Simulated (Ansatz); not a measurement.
# Is TiZnSn in the AlB2 type a stable metal?

Question: is the lattice of TiZnSn in the AlB2 type stable, and if so, what are its coupling constant and resistivity?

Method: DFT LDA, scalar-relativistic, plane waves, PAW; PAW set soft_1, in Ansatz 0.2.0.

Report form: the programs' logs are mostly left out.

The structure was built from a prototype and need not be the compound's stable phase.

## (1) Starting point

The structure is hexagonal, space group P-6m2 (No. 187). Conventional cell: a = 4.036 Å, b = 4.036 Å, c = 4.238 Å, α = 90.00°, β = 90.00°, γ = 120.00°. Nearest to Ti lie 6 Sn at 3.15 Å and 6 Zn at 3.15 Å. Sn has 3 Zn at 2.33 Å and 6 Ti at 3.15 Å nearest. Zn has 3 Sn at 2.33 Å and 6 Ti at 3.15 Å nearest. Farther neighbours are not listed.

## (2) Relaxation

Lattice constant and positions set the bands and the force constants, so the cell is relaxed first.

The input, input.yaml:

```yaml
crystal:
  lattice:
    - [4.03592, 0.0, 0.0]
    - [-2.01796, 3.49521, 0.0]
    - [0.0, 0.0, 4.23772]
  atoms:
    - { symbol: Ti, position: [0.0, 0.0, 0.0] }
    - { symbol: Sn, position: [0.33333333, 0.66666667, 0.5] }
    - { symbol: Zn, position: [0.66666667, 0.33333333, 0.5] }
kpoints:
  mp_grid: { grid: [9, 9, 8] }
hamiltonian:
  xc: lda
  pseudopotentials: { kind: paw, azcp: { folder: soft_1 }, xc_functional: pbe }
scf:
  occupations: { method: gaussian, width: 0.1 }
output:
  forces: true
  stress: true
  eigenvalues: true
relax:
  adjacent_minimum: "off"
  f_tol: 0.005
  max_steps: 80
  cell: { stress_tol: 0.05 }
```

Launch:

```bash
ansatz run input.yaml --threads 4 --pin off --max-ram 12288MiB --backend cpu --events-out ev --progress --plain --runs-dir out
```

Run time: 41 s. Hardware: 4 threads of Arm Neoverse V1, shared host; peak memory 0.47 GiB.

Relaxation path:

| step | energy less that of the first step (eV) | largest force component (eV/Å) | pressure (GPa) | volume (Å³) |
| --- | --- | --- | --- | --- |
| 1 | 0.0000 | 0.0000 | -1.20 | 59.78 |
| 2 | -0.4167 | 0.0000 | -2.62 | 58.47 |
| 3 | -0.7327 | 0.0000 | -2.15 | 56.38 |
| 4 | -0.9689 | 0.0000 | -1.00 | 54.23 |
| 5 | -1.1235 | 0.0000 | 0.48 | 52.27 |
| 6 | -1.2384 | 0.0000 | 1.44 | 50.80 |
| 7 | -1.3186 | 0.0000 | 1.41 | 50.13 |
| 8 | -1.3207 | 0.0000 | -1.62 | 51.45 |
| 9 | -1.3272 | 0.0000 | 0.17 | 50.66 |
| 10 | -1.3270 | 0.0000 | 0.39 | 50.56 |
| 11 | -1.3274 | 0.0000 | 0.01 | 50.73 |
| 12* | -1.3293 | 0.0000 | 0.13 | 50.73 |
| 13 | -1.3294 | 0.0000 | 0.01 | 50.78 |
| 14* | -1.3294 | 0.0000 | 0.01 | 50.78 |

Relaxation steps marked * repeat the geometry before them on a plane-wave basis chosen anew for their cell, so energy and pressure can jump there. Relaxation step 10 was tried and not accepted.

Forces are held to the 12 operations that the run works with; a distortion that breaks them can't arise in this run.

| cell as run | before | after | change |
| --- | --- | --- | --- |
| a (Å) | 4.036 | 4.451 | +10.3 % |
| b (Å) | 4.036 | 4.451 | +10.3 % |
| c (Å) | 4.238 | 2.959 | -30.2 % |
| volume (Å³/atom) | 19.93 | 16.93 | -15.0 % |

Final coordinates:

```xyz
3
Lattice="4.4514 0.0000 0.0000 -2.2257 3.8550 0.0000 0.0000 0.0000 2.9593" Properties=species:S:1:pos:R:3 pbc="T T T"
Ti    0.0000    0.0000    0.0000
Sn    0.0000    2.5700    1.4797
Zn    2.2257    1.2850    1.4797
```

This step gave:

```yaml
pressure: 0.007846 GPa
volume_per_atom: 16.93 Å³/atom
metallic_on_mesh: yes
gap_on_the_k_mesh: 0 eV
```

The largest force is now zero by symmetry and the largest stress component 0.014 GPa.

## (3) Relaxing cell and atoms

The cell moved far, so the relaxation is started again from the new cell to confirm it.

input.yaml, the sections that differ from step 2:

```yaml
crystal:
  lattice:
    - [4.451411303, 0.0, 0.0]
    - [-2.2257056515, 3.8550352711, 0.0]
    - [0.0, 0.0, 2.959347969]
  atoms:
    - { symbol: Ti, position: [0.0, 0.0, 0.0] }
    - { symbol: Sn, position: [0.3333333333, 0.6666666667, 0.5] }
    - { symbol: Zn, position: [0.6666666667, 0.3333333333, 0.5] }
kpoints:
  mp_grid: { grid: [9, 9, 10] }
# hamiltonian, scf, output, relax: as in step 2
```

The job ended after 15 s (4 threads; peak memory 0.46 GiB).

Relaxation path:

| step | energy less that of the first step (eV) | largest force component (eV/Å) | pressure (GPa) | volume (Å³) |
| --- | --- | --- | --- | --- |
| 1 | 0.0000 | 0.0000 | -0.01 | 50.78 |
| 2 | -0.0001 | 0.0000 | -0.07 | 50.81 |
| 3 | -0.0001 | 0.0000 | 0.12 | 50.73 |
| 4 | -0.0001 | 0.0000 | 0.00 | 50.78 |
| 5 | -0.0001 | 0.0000 | 0.00 | 50.78 |

The log counts 1 steps on a newly chosen plane-wave basis, not all of them marked here; energy and pressure can jump at such steps. Relaxation step 3 was tried and not accepted.

| conventional cell, symmetrised | before | after | change |
| --- | --- | --- | --- |
| a (Å) | 4.451 | 4.447 | -0.1 % |
| b (Å) | 4.451 | 4.447 | -0.1 % |
| c (Å) | 2.959 | 2.965 | +0.2 % |
| volume (Å³/atom) | 16.93 | 16.93 | -0.0 % |

Final coordinates:

```xyz
3
Lattice="4.4469 0.0000 0.0000 -2.2234 3.8511 0.0000 0.0000 0.0000 2.9651" Properties=species:S:1:pos:R:3 pbc="T T T"
Ti    0.0000    0.0000    0.0000
Sn    0.0000    2.5674    1.4826
Zn    2.2234    1.2837    1.4826
```

Numbers from this step:

| Item | Value |
| --- | --- |
| pressure | 7.82e-5 GPa |

The largest force is now zero by symmetry and the largest stress component 1.0e-4 GPa.

## (4) Tight relaxation

No force is left; the cell is relaxed once more with another smearing and tight thresholds.

input.yaml, the sections that differ from step 3:

```yaml
crystal:
  lattice:
    - [4.4468827467, 0.0, 0.0]
    - [-2.2234413733, 3.8511134263, 0.0]
    - [0.0, 0.0, 2.9651409631]
  atoms:
    - { symbol: Ti, position: [0.0, 0.0, 0.0] }
    - { symbol: Sn, position: [0.3333333333, 0.6666666667, 0.5] }
    - { symbol: Zn, position: [0.6666666667, 0.3333333333, 0.5] }
scf:
  occupations: { method: methfessel_paxton, width: 0.2 }
relax:
  adjacent_minimum: "off"
  f_tol: 0.001
  max_steps: 60
  cell: { stress_tol: 0.01 }
# kpoints, hamiltonian, output: as in step 3
```

The job ended after 14 s (4 threads; peak memory 0.47 GiB; 53 s of CPU time).

Step by step:

| step | energy less that of the first step (eV) | largest force component (eV/Å) | pressure (GPa) | volume (Å³) |
| --- | --- | --- | --- | --- |
| 1 | 0.0000 | 0.0000 | -0.02 | 50.78 |
| 2 | 0.0000 | 0.0000 | -0.02 | 50.78 |
| 3 | 0.0000 | 0.0000 | 0.04 | 50.75 |
| 4 | 0.0000 | 0.0000 | 0.00 | 50.77 |
| 5 | 0.0000 | 0.0000 | 0.00 | 50.77 |

The log counts 1 steps on a newly chosen plane-wave basis, not all of them marked here; energy and pressure can jump at such steps.

| conventional cell, symmetrised | before | after | change |
| --- | --- | --- | --- |
| a (Å) | 4.447 | 4.444 | -0.1 % |
| b (Å) | 4.447 | 4.444 | -0.1 % |
| c (Å) | 2.965 | 2.968 | +0.1 % |
| volume (Å³/atom) | 16.93 | 16.92 | -0.0 % |

The relaxed structure:

```
Ti Sn Zn
1.0
     4.44424    0.00000    0.00000
    -2.22212    3.84882    0.00000
     0.00000    0.00000    2.96817
Ti Sn Zn
1 1 1
Direct
  0.00000 0.00000 0.00000
  0.33333 0.66667 0.50000
  0.66667 0.33333 0.50000
```

This step gave:

```
pressure        : -0.003096 GPa
volume per atom : 16.92 Å³/atom
```

The largest force is now zero by symmetry and the largest stress component 0.0055 GPa, small enough for phonons.

## (5) Phonons: q 2×2×2, k 4×4×6

Before any scattering is computed, the phonons show whether the structure is a minimum.

The input, input.yaml:

```yaml
crystal:
  lattice:
    - [4.4442386913, 0.0, 0.0]
    - [-2.2221193456, 3.8488236072, 0.0]
    - [0.0, 0.0, 2.9681702655]
  atoms:
    - { symbol: Ti, position: [0.0, 0.0, 0.0] }
    - { symbol: Sn, position: [0.3333333333, 0.6666666667, 0.5] }
    - { symbol: Zn, position: [0.6666666667, 0.3333333333, 0.5] }
kpoints:
  mp_grid: { grid: [4, 4, 6] }
hamiltonian:
  xc: lda
  pseudopotentials: { kind: paw, azcp: { folder: soft_1 }, xc_functional: pbe }
scf:
  occupations: { method: methfessel_paxton, width: 0.2 }
output:
  eigenvalues: true
phonons:
  method: dfpt
  qmesh: [2, 2, 2]
  temperatures: { t_max: 1000, t_step: 50 }
  qpath:
    path:
      - [[0.0, 0.0, 0.0], [0.5, 0.0, 0.0], [0.33333333, 0.33333333, 0.0], [0.0, 0.0, 0.0], [0.0, 0.0, 0.5], [0.5, 0.0, 0.5], [0.33333333, 0.33333333, 0.5], [0.0, 0.0, 0.5]]
      - [[0.5, 0.0, 0.5], [0.5, 0.0, 0.0]]
      - [[0.33333333, 0.33333333, 0.5], [0.33333333, 0.33333333, 0.0]]
    npoints: 10
```

Elapsed: 33 s, on 4 threads; peak memory 0.49 GiB; 2 min of CPU time.

This step gave:

- share of imaginary modes in the plain interpolation between solved wavevectors: 0.0362
- highest frequency, solved or plainly interpolated: 254.9 cm⁻¹

Solved on the 2×2×2 mesh alone; all other wavevectors are interpolated. The phonon branches at the labelled points (cm⁻¹):

| point | branch 1 | branch 2 | branch 3 | branch 4 | branch 5 | branch 6 | branch 7 | branch 8 | branch 9 |
| --- | --- | --- | --- | --- | --- | --- | --- | --- | --- |
| Γ | 0 | 0 | 0 | 30 | 156 | 180 | 180 | 215 | 215 |
| halfway | -33 | 39 | 51 | 93 | 140 | 149 | 164 | 219 | 232 |
| M | -28 | 48 | 66 | 92 | 106 | 168 | 175 | 199 | 243 |
| halfway | -6 | 50 | 66 | 75 | 106 | 176 | 176 | 201 | 237 |
| K | 47 | 49 | 52 | 66 | 99 | 178 | 194 | 196 | 231 |
| halfway | -35 | 42 | 55 | 100 | 137 | 142 | 167 | 220 | 232 |
| Γ | 0 | 0 | 0 | 30 | 156 | 180 | 180 | 215 | 215 |
| halfway | 19 | 70 | 70 | 113 | 165 | 190 | 190 | 216 | 216 |
| A | -10 | 96 | 96 | 160 | 173 | 201 | 201 | 216 | 216 |
| halfway | 25 | 86 | 102 | 133 | 188 | 194 | 211 | 218 | 221 |
| L | -36 | 77 | 106 | 128 | 179 | 187 | 213 | 226 | 237 |
| halfway | -25 | 69 | 102 | 141 | 182 | 182 | 208 | 215 | 249 |
| H | -3 | 64 | 96 | 155 | 178 | 186 | 192 | 217 | 255 |
| halfway | 26 | 81 | 110 | 125 | 191 | 193 | 207 | 213 | 231 |
| A | -10 | 96 | 96 | 160 | 173 | 201 | 201 | 216 | 216 |
| jump to L | -36 | 77 | 106 | 128 | 179 | 187 | 213 | 226 | 237 |
| halfway | 13 | 62 | 83 | 130 | 137 | 174 | 188 | 220 | 238 |
| M | -28 | 48 | 66 | 92 | 106 | 168 | 175 | 199 | 243 |
| jump to H | -3 | 64 | 96 | 155 | 178 | 186 | 192 | 217 | 255 |
| halfway | 11 | 56 | 67 | 114 | 164 | 186 | 190 | 200 | 242 |
| K | 47 | 49 | 52 | 66 | 99 | 178 | 194 | 196 | 231 |

Lowest modes at the softest wavevector of the mesh. Modes at q = (0.500, 0.500, 0.500), with each element's share of the kinetic energy (negative means imaginary):

| mode | frequency (cm⁻¹) | Ti % | Sn % | Zn % |
| --- | --- | --- | --- | --- |
| 1 | -35.5 | 20 | 5 | 75 |
| 2 | 76.6 | 0 | 62 | 38 |
| 3 | 106.1 | 33 | 44 | 22 |
| 4 | 128.1 | 10 | 78 | 12 |
| 5 | 179.1 | 31 | 2 | 68 |
| 6 | 187.0 | 100 | 0 | 0 |

Displacements in mode 1 (-35.5 cm⁻¹), the largest set to 1, in the home cell:
```
Ti1 -0.53  0.31  0.00
Sn2  0.00  0.00  0.19
Zn3  0.00  0.00 -1.00
```

Displacements in mode 6 (187.0 cm⁻¹), the largest set to 1, in the home cell:
```
Ti1 0.58 1.00 0.00
Sn2 0.00 0.00 0.00
Zn3 0.00 0.00 0.00
```

Among the solved wavevectors the lowest mode, translations apart, is -35.5 cm⁻¹, imaginary.

## (6) Phonons by linear response: q 3×3×2, k 6×6×8

An imaginary mode on so few k-points may come from the sampling, so the phonons are repeated with another q and k mesh.

Changes to input.yaml since step 5:

```diff
@@ -10,3 +10,3 @@
 kpoints:
-  mp_grid: { grid: [4, 4, 6] }
+  mp_grid: { grid: [6, 6, 8] }
 hamiltonian:
@@ -20,3 +20,3 @@
   method: dfpt
-  qmesh: [2, 2, 2]
+  qmesh: [3, 3, 2]
   temperatures: { t_max: 1000, t_step: 50 }
```

Elapsed: 2.1 min, on 4 threads; peak memory 0.71 GiB.

This step gave:

| Item | Value |
| --- | --- |
| share of imaginary modes in the plain interpolation between solved wavevectors | 0.0592 |
| highest frequency, solved or plainly interpolated | 258.4 cm⁻¹ |

Solved on the 3×3×2 mesh alone; all other wavevectors are interpolated. The phonon branches at the labelled points (cm⁻¹):

| point | branch 1 | branch 2 | branch 3 | branch 4 | branch 5 | branch 6 | branch 7 | branch 8 | branch 9 |
| --- | --- | --- | --- | --- | --- | --- | --- | --- | --- |
| Γ | 0 | 0 | 0 | 33 | 156 | 175 | 175 | 213 | 213 |
| halfway | -45 | 43 | 52 | 78 | 124 | 134 | 165 | 219 | 231 |
| M | -57 | 51 | 67 | 77 | 86 | 156 | 173 | 197 | 240 |
| halfway | -62 | 50 | 52 | 67 | 111 | 167 | 174 | 198 | 235 |
| K | -64 | 29 | 54 | 67 | 122 | 174 | 184 | 194 | 229 |
| halfway | -52 | 46 | 56 | 88 | 113 | 132 | 167 | 219 | 231 |
| Γ | 0 | 0 | 0 | 33 | 156 | 175 | 175 | 213 | 213 |
| halfway | 31 | 66 | 66 | 124 | 179 | 179 | 187 | 216 | 216 |
| A | 30 | 94 | 94 | 177 | 183 | 183 | 212 | 218 | 218 |
| halfway | 35 | 84 | 106 | 138 | 180 | 198 | 213 | 221 | 226 |
| L | -7 | 76 | 116 | 127 | 169 | 178 | 223 | 224 | 239 |
| halfway | -32 | 66 | 109 | 141 | 166 | 182 | 208 | 223 | 251 |
| H | -47 | 58 | 101 | 155 | 164 | 187 | 193 | 223 | 258 |
| halfway | 32 | 78 | 113 | 131 | 178 | 202 | 207 | 216 | 236 |
| A | 30 | 94 | 94 | 177 | 183 | 183 | 212 | 218 | 218 |
| jump to L | -7 | 76 | 116 | 127 | 169 | 178 | 223 | 224 | 239 |
| halfway | 22 | 56 | 81 | 119 | 129 | 174 | 188 | 220 | 235 |
| M | -57 | 51 | 67 | 77 | 86 | 156 | 173 | 197 | 240 |
| jump to H | -47 | 58 | 101 | 155 | 164 | 187 | 193 | 223 | 258 |
| halfway | -47 | 45 | 76 | 102 | 172 | 180 | 186 | 202 | 243 |
| K | -64 | 29 | 54 | 67 | 122 | 174 | 184 | 194 | 229 |

Lowest modes at the softest wavevector of the mesh. Modes at q = (-0.333, -0.333, 0.000), with each element's share of the kinetic energy (negative means imaginary):

| mode | frequency (cm⁻¹) | Ti % | Sn % | Zn % |
| --- | --- | --- | --- | --- |
| 1 | -64.2 | 74 | 26 | 0 |
| 2 | 28.6 | 0 | 60 | 40 |
| 3 | 53.5 | 0 | 0 | 100 |
| 4 | 67.4 | 0 | 100 | 0 |
| 5 | 122.3 | 77 | 0 | 23 |
| 6 | 174.5 | 100 | 0 | 0 |

Displacements in mode 1 (-64.2 cm⁻¹), the largest set to 1, in the home cell (x, y, z of the real part, then of the imaginary part):
```
Ti1  1.00  0.04  0.00 -0.04  1.00  0.00
Sn2 -0.38  0.01  0.00  0.01  0.38  0.00
Zn3  0.00  0.00  0.00  0.00  0.00  0.00
```

Displacements in mode 6 (174.5 cm⁻¹), the largest set to 1, in the home cell:
```
Ti1 0.00 0.00 1.00
Sn2 0.00 0.00 0.00
Zn3 0.00 0.00 0.00
```

The modes has structure finer than the step of the table below, so its rows give means over 10 cm⁻¹, whole bins alone (the curve runs from -74.2 to 276 cm⁻¹). Peaks (cm⁻¹: height): Sn 66.7: 0.0310, 218.6: 0.0309, 234.0: 0.0214; Ti 174.6: 0.0468; Zn -34.5: 0.0074, 33.7: 0.0341, 49.1: 0.0251, 218.6: 0.0371, 234.0: 0.0284.

Phonopy on the run's constants, 15x15x19 mesh, Gaussian sigma 2.5 cm⁻¹. Table of modes by wavenumber; means over each step; values in 1/cm⁻¹/cell:

| wavenumber (cm⁻¹) | Sn | Ti | Zn |
| --- | --- | --- | --- |
| -60 | 0.00263 | 0.00443 | 6.6e-4 |
| -50 | 0.00325 | 0.00441 | 0.00261 |
| -40 | 0.00294 | 0.00363 | 0.00588 |
| -30 | 0.00194 | 0.00207 | 0.00530 |
| -20 | 0.00137 | 0.00143 | 0.00514 |
| -10 | 7.5e-4 | 7.6e-4 | 0.00343 |
| 0 | 2.4e-4 | 2.5e-4 | 0.00131 |
| 10 | 5.9e-4 | 5.6e-4 | 0.00274 |
| 20 | 0.00186 | 0.00146 | 0.00787 |
| 30 | 0.00281 | 0.00138 | 0.0203 |
| 40 | 0.00645 | 0.00162 | 0.0213 |
| 50 | 0.0134 | 0.00234 | 0.0209 |
| 60 | 0.0258 | 0.00432 | 0.0113 |
| 70 | 0.0245 | 0.00478 | 0.0103 |
| 80 | 0.0168 | 0.00541 | 0.00798 |
| 90 | 0.0147 | 0.00679 | 0.00576 |
| 100 | 0.0145 | 0.00772 | 0.00444 |
| 110 | 0.0163 | 0.00978 | 0.00495 |
| 120 | 0.0163 | 0.0105 | 0.00565 |
| 130 | 0.0156 | 0.0108 | 0.00693 |
| 140 | 0.00885 | 0.0115 | 0.00627 |
| 150 | 0.00666 | 0.0143 | 0.00595 |
| 160 | 0.00609 | 0.0229 | 0.00567 |
| 170 | 0.00556 | 0.0384 | 0.00535 |
| 180 | 0.00597 | 0.0362 | 0.0125 |
| 190 | 0.00595 | 0.0200 | 0.0110 |
| 200 | 0.00845 | 0.0167 | 0.0125 |
| 210 | 0.0148 | 0.0166 | 0.0184 |
| 220 | 0.0241 | 0.0172 | 0.0286 |
| 230 | 0.0154 | 0.00849 | 0.0204 |
| 240 | 0.0121 | 0.00867 | 0.0154 |
| 250 | 0.00262 | 0.00349 | 0.00285 |
| 260 | 3.9e-4 | 5.8e-4 | 4.0e-4 |
| 270 | 0 | 0 | 0 |

No LO-TO term; unit eigenvectors of the mass-weighted matrix. The modes at Γ (shares of kinetic energy by element, %):

| mode | frequency (cm⁻¹) | symmetry | Ti % | Sn % | Zn % |
| --- | --- | --- | --- | --- | --- |
| 1 | 0.0 | unnamed | 21 | 51 | 28 |
| 2 | 0.0 | unnamed | 21 | 51 | 28 |
| 3 | 0.0 | unnamed | 21 | 51 | 28 |
| 4 | 32.9 | A2'' | 0 | 33 | 67 |
| 5 | 156.0 | A2'' | 79 | 16 | 5 |
| 6 | 175.2 | E' | 78 | 8 | 14 |
| 7 | 175.2 | E' | 78 | 8 | 14 |
| 8 | 213.2 | E' | 1 | 41 | 58 |
| 9 | 213.2 | E' | 1 | 41 | 58 |

Displacements in mode 4 (32.9 cm⁻¹), the largest set to 1:
```
Ti1  0.00  0.00 -0.08
Sn2  0.00  0.00 -0.52
Zn3  0.00  0.00  1.00
```

Displacements in mode 9 (213.2 cm⁻¹), the largest set to 1:
```
Ti1  0.00  0.17  0.00
Sn2  0.00 -0.62  0.00
Zn3  0.00  1.00  0.00
```

Among the solved wavevectors the lowest mode, translations apart, is -64.2 cm⁻¹, imaginary.

## (7) Summary of results

| Property | Result |
| --- | --- |
| phonon run of the rows without a label of their own | LDA, q 3×3×2, k 6×6×8 |
| softest mode on the q mesh | -64.2 cm⁻¹ at q = (-0.333, -0.333, 0) |
| highest frequency, solved or plainly interpolated | 258 cm⁻¹ |

The lattice is dynamically unstable at this level: a mode at q = (-0.333, -0.333, 0) is imaginary, 64.2i cm⁻¹, so no harmonic coupling constant or resistivity is defined for this structure. These meshes are coarse, and single modes of a metal can move by tens of cm⁻¹ with the k mesh. The coarser mesh found an imaginary mode at another wavevector, which this mesh lacks. The phonon runs are not spin-polarised. The PAW files were made for PBE; under other functionals the run regenerates their frozen core. The structure was built by hand as an ordered model, and its stability against other phases was not tested.

[Logs are printed without paths, hosts, clocks, repeated set-up lines and the standing remarks that a program may print on its own settings, such as how far it seeks lower states.]

[Hosts, paths, dates, database ids (printed as entryN), source tags and the programs' standing remarks are cut or masked in the printed files.]
